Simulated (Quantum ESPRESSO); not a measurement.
# VClO: parallel and opposed starts

A self-consistent run ends on one state, which hangs on the start. Several orders of VClO are started in Quantum ESPRESSO and their energies compared.

Method: LDA; plane waves with GBRV 1.5 LDA potentials, no spin-orbit coupling, in Quantum ESPRESSO 7.5.

## Step 1: Set-up

The structure is orthorhombic, space group Pmmn (No. 59). The conventional cell has a = 3.300 Å, b = 3.780 Å, c = 7.910 Å, α = 90.00°, β = 90.00°, γ = 90.00°. Nearest to V lie 4 O at 1.97 to 2.08 Å and 2 Cl at 2.36 Å. Cl has 2 V at 2.36 Å nearest. O has 4 V at 1.97 to 2.08 Å nearest. Farther neighbours and most contacts between anions are not listed.

Coordinates:

```cif
data_structure
_symmetry_space_group_name_H-M 'Pmmn:1'
_symmetry_Int_Tables_number 59
_cell_length_a 3.3000
_cell_length_b 3.7800
_cell_length_c 7.9100
_cell_angle_alpha 90.000
_cell_angle_beta 90.000
_cell_angle_gamma 90.000
_cell_volume 98.67
loop_
_atom_site_label
_atom_site_type_symbol
_atom_site_symmetry_multiplicity
_atom_site_Wyckoff_symbol
_atom_site_fract_x
_atom_site_fract_y
_atom_site_fract_z
_atom_site_occupancy
V1 V 2 b 0.00000 0.50000 0.11480 1
Cl1 Cl 2 a 0.50000 0.50000 0.32790 1
O1 O 2 a 0.50000 0.50000 0.95420 1
```

The cell comes from the Crystallography Open Database.

## Step 2: Run 1, typed as ferro ++

The signs are those of the starting moments on the seeded atoms, the atoms that are given a moment.

File pw.in:

```
&CONTROL
  calculation = 'scf'
  prefix = 'pwscf'
  outdir = './tmp'
  pseudo_dir = './pseudo'
  disk_io = 'nowf'
/
&SYSTEM
  ibrav = 0
  nat = 6
  ntyp = 3
  ecutwfc = 40
  ecutrho = 280
  nbnd = 38
  occupations = 'smearing'
  smearing = 'fd'
  degauss = 0.00367493
  nspin = 2
  starting_magnetization(1) = 0.1538
  starting_magnetization(2) = 0
  starting_magnetization(3) = 0
/
&ELECTRONS
  conv_thr = 1.2d-08
  electron_maxstep = 150
  mixing_beta = 0.3
/
ATOMIC_SPECIES
V      50.9415 v_lda_v1.4.uspp.F.UPF
Cl     35.4500 cl_lda_v1.4.uspp.F.UPF
O      15.9990 o_lda_v1.2.uspp.F.UPF
CELL_PARAMETERS angstrom
   3.3000000000    0.0000000000    0.0000000000
   0.0000000000    3.7800000000    0.0000000000
   0.0000000000    0.0000000000    7.9100000000
ATOMIC_POSITIONS crystal
V       0.0000000000    0.5000000000    0.1148000000
V       0.5000000000    0.0000000000    0.8852000000
Cl      0.5000000000    0.5000000000    0.3279000000
Cl      0.0000000000    0.0000000000    0.6721000000
O       0.5000000000    0.5000000000    0.9542000000
O       0.0000000000    0.0000000000    0.0458000000
K_POINTS automatic
6 6 6 0 0 0
```

Launch:

```console
> OMP_NUM_THREADS=1 mpirun -n 4 pw.x -nk 4 -in pw.in > pw.out
```

Output:

```text
Program PWSCF v.7.5 starts

     Message from routine setup:
     using ibrav=0 with symmetry is DISCOURAGED, use correct ibrav instead

     K-points division:     npool     =       4
     Subspace diagonalization in iterative solution of the eigenvalue problem:

     G-vector sticks info
     --------------------
     sticks:   dense  smooth     PW     G-vecs:    dense   smooth      PW
     Sum         995     569    171                52689    22757    3875

     Using Slab Decomposition

     bravais-lattice index     =            0
     lattice parameter (alat)  =       6.2361  a.u.
     unit-cell volume          =     665.8537 (a.u.)^3
     number of atoms/cell      =            6
     number of atomic types    =            3
     number of electrons       =        52.00
     number of Kohn-Sham states=           38
     kinetic-energy cutoff     =      40.0000  Ry
     charge density cutoff     =     280.0000  Ry
     scf convergence threshold =      1.2E-08
     mixing beta               =       0.3000
     number of iterations used =            8  plain     mixing
     Exchange-correlation= SLA  PZ   NOGX NOGC
                           (   1   1   0   0   0   0   0)

     celldm(1)=   6.236096  celldm(2)=   0.000000  celldm(3)=   0.000000
     celldm(4)=   0.000000  celldm(5)=   0.000000  celldm(6)=   0.000000

     crystal axes: (cart. coord. in units of alat)
               a(1) = (   1.000000   0.000000   0.000000 )
               a(2) = (   0.000000   1.145455   0.000000 )
               a(3) = (   0.000000   0.000000   2.396970 )

     reciprocal axes: (cart. coord. in units 2 pi/alat)
               b(1) = (  1.000000  0.000000  0.000000 )
               b(2) = (  0.000000  0.873016  0.000000 )
               b(3) = (  0.000000  0.000000  0.417193 )

     PseudoPot. # 1 for V  read from file:
     v_lda_v1.4.uspp.F.UPF
     Pseudo is Ultrasoft + core correction, Zval = 13.0
     Generated by new atomic code, or converted to UPF format
     Using radial grid of  853 points,  6 beta functions with:
                l(1) =   0
                l(2) =   0
                l(3) =   1
                l(4) =   1
                l(5) =   2
                l(6) =   2
     Q(r) pseudized with  8 coefficients,  rinner =    1.100   1.100   1.100
                                                       1.100   1.100

     PseudoPot. # 2 for Cl read from file:
     cl_lda_v1.4.uspp.F.UPF
     Pseudo is Ultrasoft + core correction, Zval =  7.0
     Generated by new atomic code, or converted to UPF format
     Using radial grid of  909 points,  6 beta functions with:
                l(1) =   0
                l(2) =   0
                l(3) =   1
                l(4) =   1
                l(5) =   2
                l(6) =   2
     Q(r) pseudized with  8 coefficients,  rinner =    1.300   1.300   1.300
                                                       1.300   1.300

     PseudoPot. # 3 for O  read from file:
     o_lda_v1.2.uspp.F.UPF
     Pseudo is Ultrasoft + core correction, Zval =  6.0
     Generated by new atomic code, or converted to UPF format
     Using radial grid of  737 points,  5 beta functions with:
                l(1) =   0
                l(2) =   0
                l(3) =   1
                l(4) =   1
                l(5) =   2
     Q(r) pseudized with  8 coefficients,  rinner =    0.900   0.900   0.900
                                                       0.900   0.900

     atomic species   valence    mass     pseudopotential
     V                13.00    50.94150     V ( 1.00)
     Cl                7.00    35.45000     Cl( 1.00)
     O                 6.00    15.99900     O ( 1.00)

     Starting magnetic structure
     atomic species   magnetization
     V               0.154
     Cl              0.000
     O               0.000

      8 Sym. Ops., with inversion, found ( 4 have fractional translation)

   Cartesian axes

     site n.     atom                  positions (alat units)
         1        V      tau(   1) = (   0.0000000   0.5727273   0.2751721  )
         2        V      tau(   2) = (   0.5000000   0.0000000   2.1217976  )
         3        Cl     tau(   3) = (   0.5000000   0.5727273   0.7859664  )
         4        Cl     tau(   4) = (   0.0000000   0.0000000   1.6110033  )
         5        O      tau(   5) = (   0.5000000   0.5727273   2.2871885  )
         6        O      tau(   6) = (   0.0000000   0.0000000   0.1097812  )

     number of k points=    64  Fermi-Dirac smearing, width (Ry)=  0.0037
                       cart. coord. in units 2pi/alat
        k(    1) = (   0.0000000   0.0000000   0.0000000), wk =   0.0046296
        k(    2) = (   0.0000000   0.0000000   0.0695322), wk =   0.0092593
        k(    3) = (   0.0000000   0.0000000   0.1390645), wk =   0.0092593
        k(    4) = (   0.0000000   0.0000000  -0.2085967), wk =   0.0046296
        k(    5) = (   0.0000000   0.1455026   0.0000000), wk =   0.0092593
        [... 59 further k-points ...]

     Dense  grid:    52689 G-vectors     FFT dimensions: (  36,  40,  80)

     Smooth grid:    22757 G-vectors     FFT dimensions: (  30,  30,  64)

     Check: negative core charge=   -0.000002
     Generating pointlists ...
     new r_m :   0.2459 (alat units)  1.5335 (a.u.) for type    1
     new r_m :   0.2948 (alat units)  1.8387 (a.u.) for type    2
     new r_m :   0.2459 (alat units)  1.5335 (a.u.) for type    3

     Initial potential from superposition of free atoms

     starting charge      51.9979, renormalised to      52.0000

     negative rho (up, down):  1.484E-02 1.477E-02
     Starting wfcs are   36 randomized atomic wfcs +    2 random wfcs

     Self-consistent Calculation

     iteration #  1     ecut=    40.00 Ry     beta= 0.30
     Davidson diagonalization with overlap
     ethr =  1.00E-02,  avg # of iterations =  5.2

     negative rho (up, down):  1.459E-02 1.535E-02

     total energy              =    -421.54839021 Ry
     estimated scf accuracy    <       1.07793896 Ry

     total magnetization       =     4.00 Bohr mag/cell
     absolute magnetization    =     4.07 Bohr mag/cell

     iteration #  2     ecut=    40.00 Ry     beta= 0.30
     Davidson diagonalization with overlap
     ethr =  2.07E-03,  avg # of iterations =  2.2

     negative rho (up, down):  1.436E-02 1.561E-02

     total energy              =    -421.76937003 Ry
     estimated scf accuracy    <       0.12902533 Ry

     total magnetization       =     4.00 Bohr mag/cell
     absolute magnetization    =     4.14 Bohr mag/cell

     iteration #  3     ecut=    40.00 Ry     beta= 0.30
     Davidson diagonalization with overlap
     ethr =  2.48E-04,  avg # of iterations =  4.1

     negative rho (up, down):  1.400E-02 1.632E-02

     total energy              =    -421.78784243 Ry
     estimated scf accuracy    <       0.02343898 Ry

     total magnetization       =     4.00 Bohr mag/cell
     absolute magnetization    =     4.10 Bohr mag/cell

     [... further iterations left out ...]

     iteration #  8     ecut=    40.00 Ry     beta= 0.30
     Davidson diagonalization with overlap
     ethr =  2.65E-08,  avg # of iterations =  4.0

     negative rho (up, down):  1.377E-02 1.665E-02

     total energy              =    -421.79075300 Ry
     estimated scf accuracy    <       0.00000140 Ry

     total magnetization       =     4.00 Bohr mag/cell
     absolute magnetization    =     4.14 Bohr mag/cell

     iteration #  9     ecut=    40.00 Ry     beta= 0.30
     Davidson diagonalization with overlap
     ethr =  2.70E-09,  avg # of iterations =  2.0

     negative rho (up, down):  1.376E-02 1.664E-02

     total energy              =    -421.79075320 Ry
     estimated scf accuracy    <       0.00000055 Ry

     total magnetization       =     4.00 Bohr mag/cell
     absolute magnetization    =     4.14 Bohr mag/cell

     iteration # 10     ecut=    40.00 Ry     beta= 0.30
     Davidson diagonalization with overlap
     ethr =  1.05E-09,  avg # of iterations =  2.0

     negative rho (up, down):  1.376E-02 1.664E-02

     total energy              =    -421.79075334 Ry
     estimated scf accuracy    <       0.00000022 Ry

     total magnetization       =     4.00 Bohr mag/cell
     absolute magnetization    =     4.14 Bohr mag/cell

     iteration # 11     ecut=    40.00 Ry     beta= 0.30
     Davidson diagonalization with overlap
     ethr =  4.26E-10,  avg # of iterations =  1.1

     negative rho (up, down):  1.376E-02 1.664E-02

     Magnetic moment per site  (integrated on atomic sphere of radius R)
     atom   1 (R=0.246)  charge=  9.7579  magn=  1.4936
     atom   2 (R=0.246)  charge=  9.7579  magn=  1.4936
     atom   3 (R=0.295)  charge=  5.1139  magn= -0.0004
     atom   4 (R=0.295)  charge=  5.1139  magn= -0.0004
     atom   5 (R=0.246)  charge=  5.4261  magn= -0.0099
     atom   6 (R=0.246)  charge=  5.4261  magn= -0.0099

     End of self-consistent calculation

     Number of k-points >= 100: set verbosity='high' to print the bands.

     the Fermi energy is     7.3745 ev

!    total energy              =    -421.79075337 Ry
     estimated scf accuracy    <          6.3E-09 Ry
     smearing contrib. (-TS)   =      -0.00376158 Ry
     internal energy E=F+TS    =    -421.78699179 Ry

     The total energy is F=E-TS. E is the sum of the following terms:
     one-electron contribution =    -380.19095924 Ry
     hartree contribution      =     207.96479191 Ry
     xc contribution           =     -71.99777586 Ry
     ewald contribution        =    -177.56304860 Ry

     total magnetization       =     4.00 Bohr mag/cell
     absolute magnetization    =     4.14 Bohr mag/cell

     convergence has been achieved in  11 iterations

=------------------------------------------------------------------------------=
   JOB DONE.
=------------------------------------------------------------------------------=
```

The job ended after 64 s (4 MPI ranks of Arm Neoverse V1, shared host; peak memory 0.62 GiB).

Spin moment in the atom's sphere by atom:

```csv
atom,spin moment in the atom's sphere (μB)
V1,1.49
V2,1.49
Cl3,0.00
Cl4,0.00
O5,-0.01
O6,-0.01
```

This step gave:

- smearing term TS: 0.05118 eV
- magnetization: 4 μB
- absolute magnetization: 4.137 μB
- final state: ferromagnetic

## Step 3: Run 2, typed as antiferro +−

Edit pw.in of step 2 so:

```diff
@@ -10,6 +10,6 @@
   nat = 6
-  ntyp = 3
+  ntyp = 4
   ecutwfc = 40
   ecutrho = 280
-  nbnd = 38
+  nbnd = 36
   occupations = 'smearing'
@@ -19,4 +19,5 @@
   starting_magnetization(1) = 0.1538
-  starting_magnetization(2) = 0
+  starting_magnetization(2) = -0.1538
   starting_magnetization(3) = 0
+  starting_magnetization(4) = 0
 /
@@ -28,3 +29,4 @@
 ATOMIC_SPECIES
-V      50.9415 v_lda_v1.4.uspp.F.UPF
+V1     50.9415 v_lda_v1.4.uspp.F.UPF
+V2     50.9415 v_lda_v1.4.uspp.F.UPF
 Cl     35.4500 cl_lda_v1.4.uspp.F.UPF
@@ -36,4 +38,4 @@
 ATOMIC_POSITIONS crystal
-V       0.0000000000    0.5000000000    0.1148000000
-V       0.5000000000    0.0000000000    0.8852000000
+V1      0.0000000000    0.5000000000    0.1148000000
+V2      0.5000000000    0.0000000000    0.8852000000
 Cl      0.5000000000    0.5000000000    0.3279000000
```

Output:

```text
[banner, memory and clock lines left out]
Program PWSCF v.7.5 starts

     Message from routine setup:
     using ibrav=0 with symmetry is DISCOURAGED, use correct ibrav instead

     bravais-lattice index     =            0
     lattice parameter (alat)  =       6.2361  a.u.
     unit-cell volume          =     665.8537 (a.u.)^3
     number of atoms/cell      =            6
     number of atomic types    =            4
     number of electrons       =        52.00
     number of Kohn-Sham states=           36
     kinetic-energy cutoff     =      40.0000  Ry
     charge density cutoff     =     280.0000  Ry
     scf convergence threshold =      1.2E-08
     mixing beta               =       0.3000
     number of iterations used =            8  plain     mixing
     Exchange-correlation= SLA  PZ   NOGX NOGC
                           (   1   1   0   0   0   0   0)

     celldm(1)=   6.236096  celldm(2)=   0.000000  celldm(3)=   0.000000
     celldm(4)=   0.000000  celldm(5)=   0.000000  celldm(6)=   0.000000

     crystal axes: (cart. coord. in units of alat)
               a(1) = (   1.000000   0.000000   0.000000 )
               a(2) = (   0.000000   1.145455   0.000000 )
               a(3) = (   0.000000   0.000000   2.396970 )

     reciprocal axes: (cart. coord. in units 2 pi/alat)
               b(1) = (  1.000000  0.000000  0.000000 )
               b(2) = (  0.000000  0.873016  0.000000 )
               b(3) = (  0.000000  0.000000  0.417193 )

     PseudoPot. # 1 for V  read from file:
     v_lda_v1.4.uspp.F.UPF
     Pseudo is Ultrasoft + core correction, Zval = 13.0

     PseudoPot. # 2 for V  read from file:
     v_lda_v1.4.uspp.F.UPF
     Pseudo is Ultrasoft + core correction, Zval = 13.0

     PseudoPot. # 3 for Cl read from file:
     cl_lda_v1.4.uspp.F.UPF
     Pseudo is Ultrasoft + core correction, Zval =  7.0

     PseudoPot. # 4 for O  read from file:
     o_lda_v1.2.uspp.F.UPF
     Pseudo is Ultrasoft + core correction, Zval =  6.0

     atomic species   valence    mass     pseudopotential
     V1               13.00    50.94150     V ( 1.00)
     V2               13.00    50.94150     V ( 1.00)
     Cl                7.00    35.45000     Cl( 1.00)
     O                 6.00    15.99900     O ( 1.00)

     Starting magnetic structure
     atomic species   magnetization
     V1              0.154
     V2             -0.154
     Cl              0.000
     O               0.000

      4 Sym. Ops. (no inversion) found

   Cartesian axes

     site n.     atom                  positions (alat units)
         1        V1     tau(   1) = (   0.0000000   0.5727273   0.2751721  )
         2        V2     tau(   2) = (   0.5000000   0.0000000   2.1217976  )
         3        Cl     tau(   3) = (   0.5000000   0.5727273   0.7859664  )
         4        Cl     tau(   4) = (   0.0000000   0.0000000   1.6110033  )
         5        O      tau(   5) = (   0.5000000   0.5727273   2.2871885  )
         6        O      tau(   6) = (   0.0000000   0.0000000   0.1097812  )

     number of k points=    64  Fermi-Dirac smearing, width (Ry)=  0.0037
                       cart. coord. in units 2pi/alat
        k(    1) = (   0.0000000   0.0000000   0.0000000), wk =   0.0046296
        k(    2) = (   0.0000000   0.0000000   0.0695322), wk =   0.0092593
        k(    3) = (   0.0000000   0.0000000   0.1390645), wk =   0.0092593
        k(    4) = (   0.0000000   0.0000000  -0.2085967), wk =   0.0046296
        k(    5) = (   0.0000000   0.1455026   0.0000000), wk =   0.0092593
        [... 59 further k-points ...]

     Dense  grid:    52689 G-vectors     FFT dimensions: (  36,  40,  80)

     Smooth grid:    22757 G-vectors     FFT dimensions: (  25,  30,  64)

     Check: negative core charge=   -0.000002
     Generating pointlists ...
     new r_m :   0.2459 (alat units)  1.5335 (a.u.) for type    1
     new r_m :   0.2459 (alat units)  1.5335 (a.u.) for type    2
     new r_m :   0.2948 (alat units)  1.8387 (a.u.) for type    3
     new r_m :   0.2459 (alat units)  1.5335 (a.u.) for type    4

     Initial potential from superposition of free atoms

     starting charge      51.9979, renormalised to      52.0000

     negative rho (up, down):  1.480E-02 1.480E-02
     Starting wfcs are   36 randomized atomic wfcs

     Self-consistent Calculation

     iteration #  1     ecut=    40.00 Ry     beta= 0.30
     Davidson diagonalization with overlap
     ethr =  1.00E-02,  avg # of iterations =  5.0

     negative rho (up, down):  1.497E-02 1.497E-02

     total energy              =    -421.53389679 Ry
     estimated scf accuracy    <       1.09870688 Ry

     total magnetization       =     0.00 Bohr mag/cell
     absolute magnetization    =     3.78 Bohr mag/cell

     iteration #  2     ecut=    40.00 Ry     beta= 0.30
     Davidson diagonalization with overlap
     ethr =  2.11E-03,  avg # of iterations =  2.0

     negative rho (up, down):  1.499E-02 1.499E-02

     total energy              =    -421.76553789 Ry
     estimated scf accuracy    <       0.13341050 Ry

     total magnetization       =    -0.00 Bohr mag/cell
     absolute magnetization    =     3.93 Bohr mag/cell

     [... further iterations left out ...]

     iteration # 12     ecut=    40.00 Ry     beta= 0.30
     Davidson diagonalization with overlap
     ethr =  2.34E-10,  avg # of iterations =  2.0

     negative rho (up, down):  1.515E-02 1.515E-02

     total energy              =    -421.78637047 Ry
     estimated scf accuracy    <       0.00000003 Ry

     total magnetization       =     0.00 Bohr mag/cell
     absolute magnetization    =     3.96 Bohr mag/cell

     iteration # 13     ecut=    40.00 Ry     beta= 0.30
     Davidson diagonalization with overlap
     ethr =  4.92E-11,  avg # of iterations =  1.6

     negative rho (up, down):  1.515E-02 1.515E-02

     Magnetic moment per site  (integrated on atomic sphere of radius R)
     atom   1 (R=0.246)  charge=  9.7553  magn=  1.4285
     atom   2 (R=0.246)  charge=  9.7553  magn= -1.4286
     atom   3 (R=0.295)  charge=  5.1130  magn= -0.0021
     atom   4 (R=0.295)  charge=  5.1130  magn=  0.0021
     atom   5 (R=0.246)  charge=  5.4275  magn=  0.0342
     atom   6 (R=0.246)  charge=  5.4275  magn= -0.0342

     End of self-consistent calculation

     Number of k-points >= 100: set verbosity='high' to print the bands.

     the Fermi energy is     7.3644 ev

!    total energy              =    -421.78637047 Ry
     estimated scf accuracy    <          5.1E-09 Ry
     smearing contrib. (-TS)   =      -0.00435225 Ry
     internal energy E=F+TS    =    -421.78201823 Ry

     The total energy is F=E-TS. E is the sum of the following terms:
     one-electron contribution =    -380.19460057 Ry
     hartree contribution      =     207.96027158 Ry
     xc contribution           =     -71.98464064 Ry
     ewald contribution        =    -177.56304860 Ry

     total magnetization       =    -0.00 Bohr mag/cell
     absolute magnetization    =     3.96 Bohr mag/cell

     convergence has been achieved in  13 iterations
```

Elapsed: 64 s, on 4 MPI ranks; peak memory 0.69 GiB; 4.3 min of CPU time.

Spin moment in the atom's sphere by atom:

```csv
atom,spin moment in the atom's sphere (μB)
V1,1.43
V2,-1.43
Cl3,0.00
Cl4,0.00
O5,0.03
O6,-0.03
```

Read from the output:

```yaml
smearing_term_ts: 0.05922 eV
magnetization: 0 μB
absolute_magnetization: 3.956 μB
final_state: antiferromagnetic
```

[end of part 1 of 2]

[Logs and program files are shortened in this print: banners, set-up blocks, solver, clock and traceback lines can be left out without a mark of their own.]

[Logs are printed without paths, hosts, clocks, repeated set-up lines and the standing remarks that a program may print on its own settings, such as how far it seeks lower states.]

[Hosts, paths, dates, database ids (printed as entryN), source tags and the programs' standing remarks are cut or masked in the printed files.]

[Where a cell is said to come from a database of computed structures, the database is the Materials Project.]
